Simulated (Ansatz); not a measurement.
# Is NbInGa in the AlB2 type a stable metal?, part 2 of 3

The plan: relax NbInGa in the AlB2 type, check its phonons, and, if the lattice is stable, compute its Eliashberg function and ρ(T).

Ansatz 0.2.0; DFT PBE, scalar-relativistic, plane waves, PAW; PAW set soft_1.

So far. Step 3 (Relaxation): The largest force is now zero by symmetry and the largest stress component 0.0050 GPa. The relaxed cell has a = 4.753, c = 2.866 Å (conventional setting).

The structure was built from a prototype and need not be the compound's stable phase.

## (4) Tight relaxation

No force is left; the cell is relaxed once more with another smearing and tight thresholds.

input.yaml reads:

```yaml
crystal:
  lattice:
    - [4.7529109657, 0.0, 0.0]
    - [-2.3764554828, 4.1161416383, 0.0]
    - [0.0, 0.0, 2.8660901277]
  atoms:
    - { symbol: Nb, position: [0.0, 0.0, 0.0] }
    - { symbol: Ga, position: [0.3333333333, 0.6666666667, 0.5] }
    - { symbol: In, position: [0.6666666667, 0.3333333333, 0.5] }
kpoints:
  mp_grid: { grid: [6, 6, 10] }
hamiltonian:
  xc: pbe
  pseudopotentials: { kind: paw, azcp: { folder: soft_1 } }
scf:
  occupations: { method: methfessel_paxton, width: 0.2 }
output:
  forces: true
  stress: true
  eigenvalues: true
relax:
  adjacent_minimum: "off"
  f_tol: 0.001
  max_steps: 60
  cell: { stress_tol: 0.01 }
```

Run with:

```sh
ansatz run input.yaml --threads 4 --pin off --max-ram 12288MiB --backend cpu --events-out ev --progress --plain --runs-dir out
```

Numbers of over 12 decimals in the logs are rounded to 6 here.

Output:

```text
[the first part of the log is left out]
  E_vxc        = -346.202045  (∫ρ·V_xc dr)
  E_paw        = -9282.882266  (= ΣΔE_a)
  E_vpaw       = -801.413550  (= ΣTr[D̂ρ^β])
  E_aug_tail   = -0.000030  (compensation charges beyond the density's cutoff)
  E_ewald      = -3967.823107
  E_smearing   = -0.000465  (= −TS)
  E_closure    = -0.000000  (closes the sum)
  Σ components = -13932.883810   (vs F -13932.883810, Δ=0.00e0)
[...]
--- Stress (GPa, compression-positive) ---
        0.000103       0.000000      -0.000000
        0.000000       0.000103      -0.000000
       -0.000000      -0.000000      -0.000079
  P = ⅓ Tr σ = 0.0000 GPa (0.000 kbar)
--- Band table (eV; the first three rows and the last of 42) ---
[...]
--- Relaxed structure (5 steps of the walk, 5 accepted, 1 SCFs on fresh bases) ---
[...]
cell:  # Å, volume = 56.0173 Å³
    - [4.749677, -2.884797088247226e-11, 0.0]
    - [-2.374839, 4.113341, 0.0]
    - [0.0, 0.0, 2.867237]
  atoms:
    - { symbol: Nb, position: [0, 0, 0.0] }
    - { symbol: Ga, position: [0.333333, 0.666667, 0.500000] }
    - { symbol: In, position: [0.666667, 0.333333, 0.500000] }
```

Elapsed: 7.9 s, on 4 threads of Arm Neoverse V2, shared host; peak memory 0.49 GiB; 29 s of CPU time.

Little changed from the start: no atom moved by 0.005 Å and no cell edge by 0.1 %.

Numbers from this step:

```
pressure        : 4.25e-5 GPa
volume per atom : 18.67 Å³/atom
```

The largest force is now zero by symmetry and the largest stress component 1.0e-4 GPa, small enough for phonons.

## (5) Phonons: q 2×2×2, k 4×4×6

Couplings are defined for a stable lattice alone, so phonons come first.

input.yaml reads:

```yaml
crystal:
  lattice:
    - [4.7496773819, 0.0, 0.0]
    - [-2.3748386909, 4.1133412725, 0.0]
    - [0.0, 0.0, 2.8672372027]
  atoms:
    - { symbol: Nb, position: [0.0, 0.0, 0.0] }
    - { symbol: Ga, position: [0.3333333333, 0.6666666667, 0.5] }
    - { symbol: In, position: [0.6666666667, 0.3333333333, 0.5] }
kpoints:
  mp_grid: { grid: [4, 4, 6] }
hamiltonian:
  xc: pbe
  pseudopotentials: { kind: paw, azcp: { folder: soft_1 } }
scf:
  occupations: { method: methfessel_paxton, width: 0.2 }
output:
  eigenvalues: true
phonons:
  method: dfpt
  qmesh: [2, 2, 2]
  temperatures: { t_max: 1000, t_step: 50 }
  qpath:
    path:
      - [[0.0, 0.0, 0.0], [0.5, 0.0, 0.0], [0.33333333, 0.33333333, 0.0], [0.0, 0.0, 0.0], [0.0, 0.0, 0.5], [0.5, 0.0, 0.5], [0.33333333, 0.33333333, 0.5], [0.0, 0.0, 0.5]]
      - [[0.5, 0.0, 0.5], [0.5, 0.0, 0.0]]
      - [[0.33333333, 0.33333333, 0.5], [0.33333333, 0.33333333, 0.0]]
    npoints: 10
```

Output:

```text
[...]
Crystal: 3 atoms, lattice volume = 56.017 Å³
Basis set: ecut = 420 eV, 1119 PW (Γ), exchange–correlation on 64×64×40 points (8 copies of the dense FFT grid, shifted against one another)
Bands: 24, of which v1, the nominal top of the filled ones, is band 20 counted from 1 (19 counted from 0)
Symmetry: 12 space group operations
k-points: 16 of 96 (time reversal used)
[...]
SCF iter   1: F=—  HF=-13933.387155 eV  |F-HF|=—  |Δ(HF+E_count)|=         —  Δρ=4.90e-2  dr2=1.52e0  ethr=3.10e-3  ⟨swp⟩=5.1  Hψ=1636  notcnv=0
[...]
SCF iter  10: F=-13932.913503 eV  HF=-13932.913503 eV  |F-HF|=0.00e0  |Δ(HF+E_count)|=  4.00e-11  S|Δr|=    0.00e0  Δρ=6.89e-8  dr2=2.13e-12  ethr=1.00e-12  ⟨swp⟩=5.4  Hψ=1653  notcnv=0
SCF 1 converged in 10 iterations: F = -13932.913503 eV  dr2 = 2.13e-12
[...]
phonons: the bands overlap, so this run is a metal and interpolates without the dipole-dipole term. If the crystal is really an insulator or semiconductor, its LO-TO splitting is missing
NSCF: frozen V_eff on 16 k-points
[...]
DFPT response loops at q = (0, 0, 0) (fractional): preconditioner auto → Kerker (q_TF=auto, 2.569 Å⁻¹) (partly filled bands, converged f_vac=0.000); β = 1.00, the filter's whole step (`scf.mixing.beta` (0.50) is not read by the response loops under this deck's `scf.mixing.preconditioner`; to damp them name `kerker` or `kerker_dos`, under which they read `scf.mixing.beta`, and type it under 1.00, their step now; both keys bind the ground state too); Broyden in place of MSR1
[...]
SCF converged after 10 iterations
Stability not checked: this state was not tested for a lower state beside it, because cold or Methfessel-Paxton smearing, or corrected tetrahedra, fill the levels in a way that the test cannot read (fill_not_monotonic; see scf.lower_state_search)
Free energy (F): -13932.913503 eV
[...]
Internal energy: -13932.913887 eV  (E = F + TS)
E sigma→0 (E₀):  -13932.913599 eV
Entropy (-TS):   0.000385 eV (0.128 meV/atom)
Fermi energy:    14.238937 eV
[...]
--- Band table (eV; the first three rows and the last of 16) ---
  k-point 0: bands = [... 16 lower, 10.9230, 11.9220, 12.2660, 15.6899, 15.6899, 16.8452, 16.8452, 18.7688]
  k-point 1: bands = [... 16 lower, 11.4591, 12.4177, 13.0782, 14.3653, 14.3653, 18.1335, 18.1584, 18.1584]
  k-point 2: bands = [... 16 lower, 12.9202, 12.9202, 12.9905, 12.9905, 13.8646, 17.3645, 17.4027, 17.4027]
  k-point 15: bands = [... 16 lower, 11.1464, 12.1460, 12.7207, 15.0892, 15.2428, 15.7262, 16.8298, 16.8362]
--- Phonons (Γ-DFPT): 6 representative perturbations + reference (Σ response iterations 18) ---
  ASR residual: 6.125e-5 → 0.000e0 eV/Å²; symmetrization residual: 2.131e-5 eV/Å²
  ASR residual per site (eV/Å²): 4.21e-5 3.49e-5 6.13e-5
  Γ frequencies (cm⁻¹): 0.00 0.00 0.00 31.48 110.27 125.54 125.54 176.89 176.89
--- Phonons (arbitrary-q DFPT): 4 irreducible q on the 2×2×2 mesh ---
  q = [0.0000, 0.0000, 0.0000] (star 1, of the zone-centre solve; hermiticity 5.95e-6, symmetrization 2.29e-10): -0.00 -0.00 0.00 31.48 110.27 125.54 125.54 176.89 176.89
  q = [0.0000, 0.0000, -0.5000] (star 1, 6 solved perturbations in 132 linear systems a pass and spin channel, the states on 28 of 96 k-point pairs; hermiticity 3.62e-6, symmetrization 8.71e-8): 46.58 88.57 88.57 115.79 174.39 174.39 183.50 183.50 192.25
  q = [0.0000, -0.5000, 0.0000] (star 3, 9 solved perturbations on 28 of 96 k-point pairs; hermiticity 1.01e-4, symmetrization 2.94e-5): -58.30 40.05 65.25 85.42 100.38 110.06 139.65 171.66 194.59
[...]
sum rule: each row above includes the acoustic sum rule's correction from the zone centre's row sums; it moved no ω² by more than (0.38 cm⁻¹)²
  mesh force constants: q→R imaginary residual 1.93e-17; ASR residual 6.125e-5 → 0.000e0 eV/Å²; symmetrization residual 4.441e-15 eV/Å²
  interpolated dispersion: 93 rows × 9 modes
  density of states and harmonic sums: on the 16×16×22 q-mesh, interpolated from the force constants of a 2×2×2 supercell (no non-analytic term)
  largest difference from the sums on the solved wave vectors: F 1.14e-1 eV, S 1.62e-4 and C_V 4.82e-5 eV/K
  zero-point energy: 0.069977 eV/cell   skipped modes (ω ≤ 0): 77, of them read as no rigid motion or as one in doubt: 74 (1.912e-1 modes/cell left out, lowest -58.30 cm⁻¹)   left out of the sums: 2.13e-2 of the cell's modes: C_V's classical limit lies that fraction below 3 k_B per atom; for a crystal, a wire or a layer, F and S can be off by more, and a phonons.interpolated_qmesh denser along its periods is the remedy for the sampling
```

Run time: 30 s. Hardware: 4 threads; peak memory 0.56 GiB.

In the SCF lines HF is the Harris–Foulkes energy and dr2 the Hartree energy of the density residual, in eV; the loop may stop once dr2 is under the threshold and the program's other checks hold. Hψ counts applications of the Hamiltonian.

Numbers from this step:

- share of imaginary modes in the plain interpolation between solved wavevectors: 0.0233
- highest frequency, solved or plainly interpolated: 217.3 cm⁻¹

Solved on the 2×2×2 mesh alone; all other wavevectors are interpolated. The phonon branches at the labelled points (cm⁻¹):

| point | branch 1 | branch 2 | branch 3 | branch 4 | branch 5 | branch 6 | branch 7 | branch 8 | branch 9 |
| --- | --- | --- | --- | --- | --- | --- | --- | --- | --- |
| Γ | 0 | 0 | 0 | 32 | 110 | 126 | 126 | 177 | 177 |
| halfway | -43 | 34 | 48 | 79 | 107 | 110 | 123 | 178 | 186 |
| M | -58 | 40 | 65 | 85 | 100 | 110 | 140 | 172 | 195 |
| halfway | -36 | 41 | 66 | 69 | 105 | 110 | 143 | 170 | 193 |
| K | 43 | 47 | 48 | 67 | 99 | 111 | 152 | 167 | 190 |
| halfway | -41 | 36 | 52 | 78 | 110 | 115 | 117 | 177 | 188 |
| Γ | 0 | 0 | 0 | 32 | 110 | 126 | 126 | 177 | 177 |
| halfway | 63 | 70 | 70 | 85 | 147 | 153 | 153 | 176 | 176 |
| A | 47 | 89 | 89 | 116 | 174 | 174 | 184 | 184 | 192 |
| halfway | 76 | 83 | 114 | 124 | 167 | 175 | 181 | 182 | 209 |
| L | 64 | 106 | 109 | 147 | 162 | 180 | 181 | 187 | 217 |
| halfway | 57 | 108 | 118 | 150 | 156 | 167 | 186 | 196 | 216 |
| H | 53 | 108 | 131 | 153 | 154 | 155 | 191 | 201 | 214 |
| halfway | 69 | 94 | 113 | 132 | 163 | 171 | 184 | 186 | 211 |
| A | 47 | 89 | 89 | 116 | 174 | 174 | 184 | 184 | 192 |
| jump to L | 64 | 106 | 109 | 147 | 162 | 180 | 181 | 187 | 217 |
| halfway | 54 | 81 | 102 | 124 | 126 | 133 | 173 | 183 | 196 |
| M | -58 | 40 | 65 | 85 | 100 | 110 | 140 | 172 | 195 |
| jump to H | 53 | 108 | 131 | 153 | 154 | 155 | 191 | 201 | 214 |
| halfway | 50 | 74 | 112 | 113 | 135 | 148 | 175 | 175 | 195 |
| K | 43 | 47 | 48 | 67 | 99 | 111 | 152 | 167 | 190 |

The phonon branches as a text plot (rows in cm⁻¹):

```
    212 |                          ***********   **      **
    200 |     *                  **     ****  **   **********
    189 |  *** *******         ***  ********** ******    *** ****
    177 |*******    ********************      ***********   **
    166 |       ****         **    **** *  ****  **  *       ****
    154 |        **         *          ******     *   *  ***  ***
    143 |     ***  *        *        ***    *    ***   ** ****
    131 |    *          ****        *    **  *     ***   ******
    120 |****       ****   *    ****    *  *  ***   * **      **
    108 |******************   **  * ***********  *** ** **  *   *
     97 |   ***  **          *       *       * *    ***** ** *
     85 |   ****            * *******         ***  ** ***     *
     74 |       *   **      **     **        **      * *    *  **
     62 |  * ********      ***    *  ***    *  * ***  * *    *  *
     51 | * *        **   **  ****      ****    *   *  * ********
     39 | ************** **                          *  *      **
     28 |***     **   * *
     16 |*             * *                            *
      5 |*              *
     -7 |*
    -18 |          *   *
    -30 | *           *
    -41 |  *    *   **                                 *
    -53 |   ****                                        *
         Γ    M   K     Γ       A     L  H     A|L     M|H      K
```

Lowest modes at the softest wavevector of the mesh. Modes at q = (0.500, 0.000, 0.000), with each element's share of the kinetic energy (negative means imaginary):

| mode | frequency (cm⁻¹) | Nb % | Ga % | In % |
| --- | --- | --- | --- | --- |
| 1 | -58.3 | 61 | 2 | 36 |
| 2 | 40.0 | 1 | 95 | 4 |
| 3 | 65.2 | 3 | 5 | 92 |
| 4 | 85.4 | 23 | 58 | 19 |
| 5 | 100.4 | 12 | 34 | 55 |
| 6 | 110.1 | 96 | 0 | 4 |

Displacements in mode 1 (-58.3 cm⁻¹), the largest set to 1, in the home cell:
```
Nb1 -0.58  1.00  0.00
Ga2  0.12 -0.21  0.00
In3  0.40 -0.69  0.00
```

Displacements in mode 6 (110.1 cm⁻¹), the largest set to 1, in the home cell:
```
Nb1  0.00  0.00  1.00
Ga2  0.00  0.00 -0.06
In3  0.00  0.00  0.18
```

Among the solved wavevectors the lowest mode, translations apart, is -58.3 cm⁻¹, imaginary.

## (6) Phonons: q 3×3×2, k 6×6×8

An imaginary mode on so few k-points may come from the sampling, so the phonons are repeated with another q and k mesh.

Changes to input.yaml since step 5:

```diff
@@ -10,3 +10,3 @@
 kpoints:
-  mp_grid: { grid: [4, 4, 6] }
+  mp_grid: { grid: [6, 6, 8] }
 hamiltonian:
@@ -20,3 +20,3 @@
   method: dfpt
-  qmesh: [2, 2, 2]
+  qmesh: [3, 3, 2]
   temperatures: { t_max: 1000, t_step: 50 }
```

Output:

```text
[...]
Crystal: 3 atoms, lattice volume = 56.017 Å³
Basis set: ecut = 420 eV, 1119 PW (Γ), exchange–correlation on 64×64×40 points (8 copies of the dense FFT grid, shifted against one another)
Bands: 24, of which v1, the nominal top of the filled ones, is band 20 counted from 1 (19 counted from 0)
Symmetry: 12 space group operations
k-points: 35 of 288 (time reversal used)
[...]
SCF iter   1: F=—  HF=-13933.341757 eV  |F-HF|=—  |Δ(HF+E_count)|=         —  Δρ=4.84e-2  dr2=1.51e0  ethr=3.10e-3  ⟨swp⟩=5.1  Hψ=3494  notcnv=0
[...]
SCF iter  11: F=-13932.870644 eV  HF=-13932.870644 eV  |F-HF|=3.64e-12  |Δ(HF+E_count)|=    0.00e0  S|Δr|=    0.00e0  Δρ=3.15e-8  dr2=2.12e-13  ethr=1.00e-12  ⟨swp⟩=5.0  Hψ=3251  notcnv=0
SCF 1 converged in 11 iterations: F = -13932.870644 eV  dr2 = 2.12e-13
[...]
SCF converged after 11 iterations
[...]
Free energy (F): -13932.870644 eV
[...]
Internal energy: -13932.873744 eV  (E = F + TS)
E sigma→0 (E₀):  -13932.871419 eV
Entropy (-TS):   0.003100 eV (1.033 meV/atom)
Fermi energy:    14.400438 eV
[...]
--- Band table (eV; the first three rows and the last of 35) ---
  k-point 0: bands = [... 16 lower, 10.9277, 11.9178, 12.2367, 15.6951, 15.6951, 16.8224, 16.8224, 18.7723]
  k-point 1: bands = [... 16 lower, 11.2325, 12.2150, 12.7136, 14.7703, 14.7703, 17.7361, 17.7361, 18.6596]
  k-point 2: bands = [... 16 lower, 12.1000, 12.9843, 13.4173, 13.5857, 13.5857, 16.8199, 18.1044, 18.1044]
  k-point 34: bands = [... 16 lower, 11.7154, 11.7874, 13.1377, 15.0110, 15.2564, 16.0269, 16.0433, 16.0541]
[...]
ASR residual: 4.308e-5 → 0.000e0 eV/Å²; symmetrization residual: 2.228e-5 eV/Å²
  ASR residual per site (eV/Å²): 1.38e-5 2.05e-5 4.31e-5
  Γ frequencies (cm⁻¹): 0.00 0.00 0.00 41.73 111.83 116.24 116.24 186.51 186.51
--- Phonons (arbitrary-q DFPT): 6 irreducible q on the 3×3×2 mesh ---
[...]
interpolated dispersion: 93 rows × 9 modes
[...]
```

Elapsed: 1.9 min, on 4 threads; peak memory 0.78 GiB; 7.5 min of CPU time.

Numbers from this step:

```yaml
share_of_imaginary_modes_in_the_plain_interpolation_between_solved_wavevectors: 0.0104
highest_frequency_solved_or_plainly_interpolated: 209.3 cm⁻¹
```

Solved on the 3×3×2 mesh alone; all other wavevectors are interpolated. Phonon branches along the path, in cm⁻¹:

| point | branch 1 | branch 2 | branch 3 | branch 4 | branch 5 | branch 6 | branch 7 | branch 8 | branch 9 |
| --- | --- | --- | --- | --- | --- | --- | --- | --- | --- |
| Γ | 0 | 0 | 0 | 42 | 112 | 116 | 116 | 186 | 186 |
| halfway | -23 | 42 | 53 | 74 | 100 | 114 | 119 | 181 | 190 |
| M | -25 | 45 | 67 | 98 | 106 | 116 | 134 | 175 | 195 |
| halfway | 30 | 47 | 67 | 87 | 115 | 126 | 143 | 173 | 192 |
| K | 27 | 48 | 68 | 102 | 114 | 128 | 158 | 168 | 188 |
| halfway | 25 | 44 | 56 | 68 | 108 | 115 | 122 | 179 | 191 |
| Γ | 0 | 0 | 0 | 42 | 112 | 116 | 116 | 186 | 186 |
| halfway | 61 | 61 | 85 | 113 | 125 | 125 | 151 | 182 | 182 |
| A | 86 | 86 | 114 | 133 | 133 | 148 | 178 | 178 | 191 |
| halfway | 74 | 92 | 102 | 108 | 140 | 155 | 180 | 184 | 199 |
| L | 62 | 89 | 91 | 108 | 149 | 149 | 188 | 188 | 209 |
| halfway | 57 | 82 | 104 | 118 | 151 | 155 | 169 | 202 | 208 |
| H | 52 | 82 | 110 | 129 | 154 | 156 | 162 | 206 | 207 |
| halfway | 69 | 93 | 97 | 110 | 143 | 157 | 174 | 191 | 200 |
| A | 86 | 86 | 114 | 133 | 133 | 148 | 178 | 178 | 191 |
| jump to L | 62 | 89 | 91 | 108 | 149 | 149 | 188 | 188 | 209 |
| halfway | 33 | 73 | 96 | 106 | 120 | 138 | 172 | 180 | 191 |
| M | -25 | 45 | 67 | 98 | 106 | 116 | 134 | 175 | 195 |
| jump to H | 52 | 82 | 110 | 129 | 154 | 156 | 162 | 206 | 207 |
| halfway | 41 | 65 | 98 | 122 | 139 | 155 | 162 | 168 | 197 |
| K | 27 | 48 | 68 | 102 | 114 | 128 | 158 | 168 | 188 |

The phonon branches as a text plot (rows in cm⁻¹):

```
    204 |                           **********   **      ***
    195 |   *****  ***          ****   *    *****  ****** ******
    185 |***     **   **********  *****       ** ****           *
    175 |   *****  ***        *****    *     ****  ******
    165 |        **          *          *** *        *   ** *****
    155 |        **         *     **** *********         ********
    146 |       *  *           ***  ****    **  ****  **   *  *
    136 |     **              ******          ***   **  *   ** *
    126 |   **  ******     ****   *      **    *   *  ** **** * *
    116 |********************   **     **  *  ***   **  *    * **
    106 | ** **      ***      **  ** ** *******  **** ******  ***
     97 |   ***  **          *     *** *     *     ******   **
     87 |   *  **  *        *   ***  ****  ** *****   *       *
     77 |                  *  **  **     **   *    **  * ***   *
     67 |    *********       *      **      **       *  *   *   *
     57 |  **       **    ***         *** **     **   **     **
     48 | ************** **              *              ****   **
     38 |* *       ** ***  *                       **       ***
     28 | *     ***  * * **                                    **
     18 |*               *                           *
      8 |*                                            *
     -1 |*              *
    -11 | *    *      **
    -21 |  ****                                        **
         Γ    M   K     Γ       A     L  H     A|L     M|H      K
```

Lowest modes at the softest wavevector of the mesh. Modes at q = (0.333, -0.333, 0.000), with each element's share of the kinetic energy (negative means imaginary):

| mode | frequency (cm⁻¹) | Nb % | Ga % | In % |
| --- | --- | --- | --- | --- |
| 1 | -25.8 | 47 | 11 | 41 |
| 2 | 43.9 | 2 | 93 | 5 |
| 3 | 60.7 | 10 | 5 | 84 |
| 4 | 93.5 | 33 | 18 | 50 |
| 5 | 97.3 | 42 | 46 | 12 |
| 6 | 115.4 | 88 | 2 | 10 |

Displacements in mode 1 (-25.8 cm⁻¹), the largest set to 1, in the home cell (x, y, z of the real part, then of the imaginary part):
```
Nb1  0.58  1.00  0.00 -0.04 -0.06  0.00
Ga2 -0.17 -0.29  0.00 -0.28 -0.49  0.00
In3  0.48  0.84  0.00 -0.06 -0.10  0.00
```

Displacements in mode 4 (93.5 cm⁻¹), the largest set to 1, in the home cell (x, y, z of the real part, then of the imaginary part):
```
Nb1  0.33 -0.19  0.00 -0.84  0.48  0.00
Ga2  0.77 -0.44  0.00  0.02 -0.01  0.00
In3  0.96 -0.55  0.00  0.28 -0.16  0.00
```

The modes has structure finer than the step of the table below, so its rows give means over 10 cm⁻¹, whole bins alone (the curve runs from -35.8 to 225 cm⁻¹). Peaks (cm⁻¹: height): Ga 47.8: 0.0256, 80.6: 0.0203, 151.0: 0.0206, 178.9: 0.0406, 192.0: 0.0432; In 69.1: 0.0216, 108.4: 0.0229, 178.9: 0.0359, 192.0: 0.0497; Nb 116.6: 0.0514, 149.4: 0.0331, 192.0: 0.0128.

Phonopy on the run's constants, 13x13x19 mesh, Gaussian sigma 2.0 cm⁻¹. Modes against wavenumber; means over each step; values in 1/cm⁻¹/cell:

| wavenumber (cm⁻¹) | Ga | In | Nb |
| --- | --- | --- | --- |
| -30 | 6.5e-5 | 2.5e-4 | 2.7e-4 |
| -20 | 3.3e-4 | 0.00105 | 0.00111 |
| -10 | 8.4e-4 | 0.00219 | 0.00209 |
| 0 | 2.4e-4 | 5.4e-4 | 5.0e-4 |
| 10 | 6.7e-4 | 0.00159 | 0.00142 |
| 20 | 0.00128 | 0.00254 | 0.00219 |
| 30 | 0.00598 | 0.00852 | 0.00434 |
| 40 | 0.00993 | 0.00871 | 0.00417 |
| 50 | 0.0224 | 0.0133 | 0.00492 |
| 60 | 0.0188 | 0.0178 | 0.00616 |
| 70 | 0.0160 | 0.0193 | 0.00832 |
| 80 | 0.0185 | 0.0158 | 0.0142 |
| 90 | 0.0170 | 0.0160 | 0.0201 |
| 100 | 0.0159 | 0.0149 | 0.0228 |
| 110 | 0.0163 | 0.0215 | 0.0313 |
| 120 | 0.0115 | 0.0159 | 0.0406 |
| 130 | 0.00984 | 0.00913 | 0.0315 |
| 140 | 0.0120 | 0.00753 | 0.0275 |
| 150 | 0.0187 | 0.00695 | 0.0302 |
| 160 | 0.00825 | 0.00618 | 0.0102 |
| 170 | 0.0176 | 0.0173 | 0.00750 |
| 180 | 0.0339 | 0.0318 | 0.00917 |
| 190 | 0.0337 | 0.0387 | 0.00995 |
| 200 | 0.00949 | 0.0188 | 0.00765 |
| 210 | 6.4e-4 | 0.00377 | 0.00176 |

No LO-TO term; unit eigenvectors of the mass-weighted matrix. The modes at Γ (shares of kinetic energy by element, %):

| mode | frequency (cm⁻¹) | symmetry | Nb % | Ga % | In % |
| --- | --- | --- | --- | --- | --- |
| 1 | 0.0 | unnamed | 33 | 25 | 41 |
| 2 | 0.0 | unnamed | 33 | 25 | 41 |
| 3 | 0.0 | unnamed | 33 | 25 | 41 |
| 4 | 41.7 | A2'' | 2 | 71 | 27 |
| 5 | 111.8 | A2'' | 64 | 4 | 31 |
| 6 | 116.2 | E' | 64 | 27 | 10 |
| 7 | 116.2 | E' | 64 | 27 | 10 |
| 8 | 186.5 | E' | 3 | 48 | 49 |
| 9 | 186.5 | E' | 3 | 48 | 49 |

Displacements in mode 4 (41.7 cm⁻¹), the largest set to 1:
```
Nb1  0.00  0.00 -0.15
Ga2  0.00  0.00  1.00
In3  0.00  0.00 -0.49
```

Displacements in mode 9 (186.5 cm⁻¹), the largest set to 1:
```
Nb1 -0.22  0.00  0.00
Ga2 -1.00  0.00  0.00
In3  0.78  0.00  0.00
```

Among the solved wavevectors the lowest mode, translations apart, is -25.8 cm⁻¹, imaginary.

(Continued in part 3 of 3.)

[Logs are printed without paths, hosts, clocks, repeated set-up lines and the standing remarks that a program may print on its own settings, such as how far it seeks lower states.]

[Hosts, paths, dates, database ids (printed as entryN), source tags and the programs' standing remarks are cut or masked in the printed files.]
